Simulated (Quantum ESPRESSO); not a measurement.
# KCrF3: which magnetic order is lowest

Aim: find out which collinear order of KCrF3 costs least.

Main program and level: Quantum ESPRESSO 7.5; LDA with U = 3.5 eV on Cr d (ortho-atomic projectors); plane waves with GBRV 1.5 LDA potentials, no spin-orbit coupling.

### Step 1. The starting structure

Symmetry: C2/m, No. 12, monoclinic system. The conventional cell has a = 7.977 Å, b = 8.575 Å, c = 5.826 Å, α = 90.00°, β = 133.11°, γ = 90.00°. Nearest to K lie 12 F at 2.79 to 3.21 Å. Nearest to Cr lie 6 F at 1.98 to 2.31 Å. Cr has 6 F at 1.98 to 2.30 Å nearest. F has 2 Cr at 1.98 to 2.30 Å and 4 K at 2.79 to 3.09 Å nearest. F has 2 Cr at 1.98 to 2.31 Å and 4 K at 2.92 Å nearest. F has 2 Cr at 2.00 to 2.02 Å and 4 K at 2.84 to 3.21 Å nearest. Farther neighbours and most contacts between anions are not listed.

The cell comes from the Crystallography Open Database.

### Step 2. Run 1, typed as ferro ++

The signs are those of the starting moments on the seeded atoms, the atoms that are given a moment.

Input file pw.in:

```
&CONTROL
  calculation = 'scf'
  prefix = 'pwscf'
  outdir = './tmp'
  pseudo_dir = './pseudo'
  disk_io = 'nowf'
/
&SYSTEM
  ibrav = 0
  nat = 10
  ntyp = 3
  ecutwfc = 40
  ecutrho = 280
  nbnd = 61
  occupations = 'smearing'
  smearing = 'fd'
  degauss = 0.00367493
  nspin = 2
  starting_magnetization(1) = 0
  starting_magnetization(2) = 0.2143
  starting_magnetization(3) = 0
/
&ELECTRONS
  conv_thr = 2d-08
  electron_maxstep = 150
  mixing_beta = 0.3
/
ATOMIC_SPECIES
K      39.0983 k_lda_v1.4.uspp.F.UPF
Cr     51.9961 cr_lda_v1.5.uspp.F.UPF
F      18.9984 f_lda_v1.4.uspp.F.UPF
CELL_PARAMETERS angstrom
   3.9882640563   -4.2877350000    0.0000000000
   3.9882640563    4.2877350000    0.0000000000
  -3.9818678579    0.0000000000    4.2534572266
ATOMIC_POSITIONS crystal
K       0.2516000000    0.7484000000    0.0000000000
K       0.7484000000    0.2516000000    0.0000000000
Cr      0.0000000000    0.0000000000    0.5000000000
Cr      0.5000000000    0.5000000000    0.5000000000
F       0.7980000000    0.7980000000    0.0370000000
F       0.2020000000    0.2020000000    0.9630000000
F       0.7305000000    0.2695000000    0.5000000000
F       0.2695000000    0.7305000000    0.5000000000
F       0.2800000000    0.2800000000    0.5580000000
F       0.7200000000    0.7200000000    0.4420000000
K_POINTS automatic
6 6 6 0 0 0
HUBBARD {ortho-atomic}
U Cr-3d 3.5000
```

Run with:

```bash
OMP_NUM_THREADS=1 mpirun -n 4 pw.x -nk 4 -in pw.in > pw.out
```

Output:

```text
Program PWSCF v.7.5 starts

     Message from routine setup:
     using ibrav=0 with symmetry is DISCOURAGED, use correct ibrav instead

     K-points division:     npool     =       4
     Subspace diagonalization in iterative solution of the eigenvalue problem:

     G-vector sticks info
     --------------------
     sticks:   dense  smooth     PW     G-vecs:    dense   smooth      PW
     Sum        2727    1559    507                77649    33571    6225

     Using Slab Decomposition

     bravais-lattice index     =            0
     lattice parameter (alat)  =      11.0659  a.u.
     unit-cell volume          =     981.7039 (a.u.)^3
     number of atoms/cell      =           10
     number of atomic types    =            3
     number of electrons       =        88.00
     number of Kohn-Sham states=           61
     kinetic-energy cutoff     =      40.0000  Ry
     charge density cutoff     =     280.0000  Ry
     scf convergence threshold =      2.0E-08
     mixing beta               =       0.3000
     number of iterations used =            8  plain     mixing
     Exchange-correlation=  SLA  PZ   NOGX NOGC
                           (   1   1   0   0   0   0   0)
     Hubbard projectors: ortho-atomic
     Hubbard parameters of DFT+U (Dudarev formulation) in eV:
     U(Cr-3d) =  3.5000

     Internal variables: lda_plus_u =T, lda_plus_u_kind = 0

     Internal variables: orbital_resolved =F, hub_pot_fix =F, apply_U = F

     celldm(1)=  11.065943  celldm(2)=   0.000000  celldm(3)=   0.000000
     celldm(4)=   0.000000  celldm(5)=   0.000000  celldm(6)=   0.000000

     crystal axes: (cart. coord. in units of alat)
               a(1) = (   0.681074  -0.732215   0.000000 )
               a(2) = (   0.681074   0.732215   0.000000 )
               a(3) = (  -0.679982   0.000000   0.726361 )

     reciprocal axes: (cart. coord. in units 2 pi/alat)
               b(1) = (  0.734135 -0.682860  0.687259 )
               b(2) = (  0.734135  0.682860  0.687259 )
               b(3) = ( -0.000000  0.000000  1.376726 )

     PseudoPot. # 1 for K  read from file:
     k_lda_v1.4.uspp.F.UPF
     Pseudo is Ultrasoft + core correction, Zval =  9.0
     Generated by new atomic code, or converted to UPF format
     Using radial grid of  841 points,  6 beta functions with:
                l(1) =   0
                l(2) =   0
                l(3) =   1
                l(4) =   1
                l(5) =   2
                l(6) =   2
     Q(r) pseudized with  6 coefficients,  rinner =    1.500   1.500   1.500
                                                       1.500   1.500

     PseudoPot. # 2 for Cr read from file:
     cr_lda_v1.5.uspp.F.UPF
     Pseudo is Ultrasoft + core correction, Zval = 14.0
     Generated by new atomic code, or converted to UPF format
     Using radial grid of  857 points,  6 beta functions with:
                l(1) =   0
                l(2) =   0
                l(3) =   1
                l(4) =   1
                l(5) =   2
                l(6) =   2
     Q(r) pseudized with  8 coefficients,  rinner =    0.950   0.950   0.950
                                                       0.950   0.950

     PseudoPot. # 3 for F  read from file:
     f_lda_v1.4.uspp.F.UPF
     Pseudo is Ultrasoft, Zval =  7.0
     Generated by new atomic code, or converted to UPF format
     Using radial grid of  799 points,  4 beta functions with:
                l(1) =   0
                l(2) =   0
                l(3) =   1
                l(4) =   1
     Q(r) pseudized with  8 coefficients,  rinner =    0.950   0.950   0.950

     atomic species   valence    mass     pseudopotential
     K                 9.00    39.09830     K ( 1.00)
     Cr               14.00    51.99610     Cr( 1.00)
     F                 7.00    18.99840     F ( 1.00)

     Starting magnetic structure
     atomic species   magnetization
     K               0.000
     Cr              0.214
     F               0.000

      4 Sym. Ops., with inversion, found

   Cartesian axes

     site n.     atom                  positions (alat units)
         1        K      tau(   1) = (   0.6810740   0.3637642   0.0000000  )
         2        K      tau(   2) = (   0.6810740  -0.3637642   0.0000000  )
         3        Cr     tau(   3) = (  -0.3399909   0.0000000   0.3631805  )
         4        Cr     tau(   4) = (   0.3410832   0.0000000   0.3631805  )
         5        F      tau(   5) = (   1.0618348  -0.0000000   0.0268754  )
         6        F      tau(   6) = (  -0.3796685   0.0000000   0.6994856  )
         7        F      tau(   7) = (   0.3410832  -0.3375509   0.3631805  )
         8        F      tau(   8) = (   0.3410832   0.3375509   0.3631805  )
         9        F      tau(   9) = (   0.0019716   0.0000000   0.4053094  )
        10        F      tau(  10) = (   0.6801947   0.0000000   0.3210515  )

     number of k points=    68  Fermi-Dirac smearing, width (Ry)=  0.0037
                       cart. coord. in units 2pi/alat
        k(    1) = (   0.0000000   0.0000000   0.0000000), wk =   0.0046296
        k(    2) = (   0.0000000   0.0000000   0.2294543), wk =   0.0092593
        k(    3) = (   0.0000000   0.0000000   0.4589087), wk =   0.0092593
        k(    4) = (   0.0000000   0.0000000  -0.6883630), wk =   0.0046296
        k(    5) = (   0.1223558   0.1138100   0.1145432), wk =   0.0185185
        [... 63 further k-points ...]

     Dense  grid:    77649 G-vectors     FFT dimensions: (  60,  60,  60)

     Smooth grid:    33571 G-vectors     FFT dimensions: (  45,  45,  45)

     Check: negative core charge=   -0.000004
     Generating pointlists ...
     new r_m :   0.1964 (alat units)  2.1732 (a.u.) for type    1
     new r_m :   0.1392 (alat units)  1.5408 (a.u.) for type    2
     new r_m :   0.1392 (alat units)  1.5408 (a.u.) for type    3

     Initial potential from superposition of free atoms

     starting charge      84.9944, renormalised to      88.0000

     negative rho (up, down):  1.344E-03 8.672E-04

     STARTING HUBBARD OCCUPATIONS:

     =================== HUBBARD OCCUPATIONS ===================
     ------------------------ ATOM    3 ------------------------
     Tr[ns(  3)] (up, down, total) =   3.40000  0.00000  3.40000
     Atomic magnetic moment for atom   3 =   3.40000
     [... lines left out ...]
     ------------------------ ATOM    4 ------------------------
     Tr[ns(  4)] (up, down, total) =   3.40000  0.00000  3.40000
     Atomic magnetic moment for atom   4 =   3.40000
     [... lines left out ...]
     Number of occupied Hubbard levels =    6.8000

     Atomic wfc used for Hubbard projectors are orthogonalized

     Starting wfcs are   60 randomized atomic wfcs +    1 random wfcs

     Self-consistent Calculation

     iteration #  1     ecut=    40.00 Ry     beta= 0.30
     Davidson diagonalization with overlap
     ethr =  1.00E-02,  avg # of iterations =  7.7

     =================== HUBBARD OCCUPATIONS ===================
     ------------------------ ATOM    3 ------------------------
     Tr[ns(  3)] (up, down, total) =   4.10335  0.21724  4.32059
     Atomic magnetic moment for atom   3 =   3.88611
     [... lines left out ...]
     ------------------------ ATOM    4 ------------------------
     Tr[ns(  4)] (up, down, total) =   4.06749  0.22420  4.29169
     Atomic magnetic moment for atom   4 =   3.84329
     [... lines left out ...]
     Number of occupied Hubbard levels =    8.6123

     Threshold (ethr) on eigenvalues was too large:
     Diagonalizing with lowered threshold

     Davidson diagonalization with overlap
     ethr =  4.65E-04,  avg # of iterations =  2.2

     negative rho (up, down):  3.971E-04 1.629E-03

     total energy              =    -756.86419884 Ry
     estimated scf accuracy    <       0.42152370 Ry

     total magnetization       =     8.00 Bohr mag/cell
     absolute magnetization    =     8.12 Bohr mag/cell

     iteration #  2     ecut=    40.00 Ry     beta= 0.30
     Davidson diagonalization with overlap
     ethr =  4.79E-04,  avg # of iterations =  2.0

     negative rho (up, down):  0.000E+00 2.464E-03

     total energy              =    -756.89047220 Ry
     estimated scf accuracy    <       0.14510162 Ry

     total magnetization       =     8.00 Bohr mag/cell
     absolute magnetization    =     8.07 Bohr mag/cell

     iteration #  3     ecut=    40.00 Ry     beta= 0.30
     Davidson diagonalization with overlap
     ethr =  1.65E-04,  avg # of iterations =  8.7

     negative rho (up, down):  0.000E+00 4.040E-03

     total energy              =    -756.90563591 Ry
     estimated scf accuracy    <       0.02991044 Ry

     total magnetization       =     8.00 Bohr mag/cell
     absolute magnetization    =     8.09 Bohr mag/cell

     [... further iterations left out ...]

     iteration # 10     ecut=    40.00 Ry     beta= 0.30
     Davidson diagonalization with overlap
     ethr =  5.89E-10,  avg # of iterations =  2.8

     negative rho (up, down):  0.000E+00 7.909E-03

     total energy              =    -756.90948370 Ry
     estimated scf accuracy    <       0.00000022 Ry

     total magnetization       =     8.00 Bohr mag/cell
     absolute magnetization    =     8.09 Bohr mag/cell

     iteration # 11     ecut=    40.00 Ry     beta= 0.30
     Davidson diagonalization with overlap
     ethr =  2.51E-10,  avg # of iterations =  2.2

     negative rho (up, down):  0.000E+00 7.911E-03

     total energy              =    -756.90948382 Ry
     estimated scf accuracy    <       0.00000008 Ry

     total magnetization       =     8.00 Bohr mag/cell
     absolute magnetization    =     8.09 Bohr mag/cell

     iteration # 12     ecut=    40.00 Ry     beta= 0.30
     Davidson diagonalization with overlap
     ethr =  9.32E-11,  avg # of iterations =  2.6

     negative rho (up, down):  0.000E+00 7.916E-03

     total energy              =    -756.90948385 Ry
     estimated scf accuracy    <       0.00000005 Ry

     total magnetization       =     8.00 Bohr mag/cell
     absolute magnetization    =     8.09 Bohr mag/cell

     iteration # 13     ecut=    40.00 Ry     beta= 0.30
     Davidson diagonalization with overlap
     ethr =  5.39E-11,  avg # of iterations =  2.7

     negative rho (up, down):  0.000E+00 7.917E-03

     Magnetic moment per site  (integrated on atomic sphere of radius R)
     atom   1 (R=0.196)  charge=  7.5454  magn=  0.0016
     atom   2 (R=0.196)  charge=  7.5454  magn=  0.0016
     atom   3 (R=0.139)  charge= 10.9964  magn=  3.1015
     atom   4 (R=0.139)  charge= 11.0002  magn=  3.0965
     atom   5 (R=0.139)  charge=  6.4409  magn=  0.0297
     atom   6 (R=0.139)  charge=  6.4409  magn=  0.0297
     atom   7 (R=0.139)  charge=  6.4405  magn=  0.0300
     atom   8 (R=0.139)  charge=  6.4405  magn=  0.0300
     atom   9 (R=0.139)  charge=  6.4630  magn=  0.0186
     atom  10 (R=0.139)  charge=  6.4630  magn=  0.0186

     End of self-consistent calculation

     =================== HUBBARD OCCUPATIONS ===================
     ------------------------ ATOM    3 ------------------------
     Tr[ns(  3)] (up, down, total) =   4.10688  0.23090  4.33778
     Atomic magnetic moment for atom   3 =   3.87598
     [... lines left out ...]
     ------------------------ ATOM    4 ------------------------
     Tr[ns(  4)] (up, down, total) =   4.10314  0.23695  4.34009
     Atomic magnetic moment for atom   4 =   3.86619
     [... lines left out ...]
     Number of occupied Hubbard levels =    8.6779

     Number of k-points >= 100: set verbosity='high' to print the bands.

     the Fermi energy is     7.5458 ev

!    total energy              =    -756.90948391 Ry
     estimated scf accuracy    <          2.0E-09 Ry
     smearing contrib. (-TS)   =      -0.00000000 Ry
     internal energy E=F+TS    =    -756.90948391 Ry

     The total energy is F=E-TS. E is the sum of the following terms:
     one-electron contribution =    -420.44547032 Ry
     hartree contribution      =     249.29594306 Ry
     xc contribution           =    -117.64458489 Ry
     ewald contribution        =    -468.22469093 Ry
     Hubbard energy            =       0.10931916 Ry

     total magnetization       =     8.00 Bohr mag/cell
     absolute magnetization    =     8.09 Bohr mag/cell

     convergence has been achieved in  13 iterations

=------------------------------------------------------------------------------=
   JOB DONE.
=------------------------------------------------------------------------------=
```

It took 2.5 min on 4 MPI ranks of Intel Xeon 6975P-C (Granite Rapids), shared host; peak memory 1.2 GiB.

Spin moment in the atom's sphere by atom:

| atom | spin moment in the atom's sphere (μB) |
| --- | --- |
| K1 | 0.00 |
| K2 | 0.00 |
| Cr3 | 3.10 |
| Cr4 | 3.10 |
| F5 | 0.03 |
| F6 | 0.03 |
| F7 | 0.03 |
| F8 | 0.03 |
| F9 | 0.02 |
| F10 | 0.02 |

Numbers from this step:

```yaml
smearing_term_ts: 1.60e-9 eV
magnetization: 8 μB
absolute_magnetization: 8.094 μB
final_state: ferromagnetic
```

[end of part 1 of 2]

[Logs and program files are shortened in this print: banners, set-up blocks, solver, clock and traceback lines can be left out without a mark of their own.]

[Logs are printed without paths, hosts, clocks, repeated set-up lines and the standing remarks that a program may print on its own settings, such as how far it seeks lower states.]

[Hosts, paths, dates, database ids (printed as entryN), source tags and the programs' standing remarks are cut or masked in the printed files.]

[Where a cell is said to come from a database of computed structures, the database is the Materials Project.]
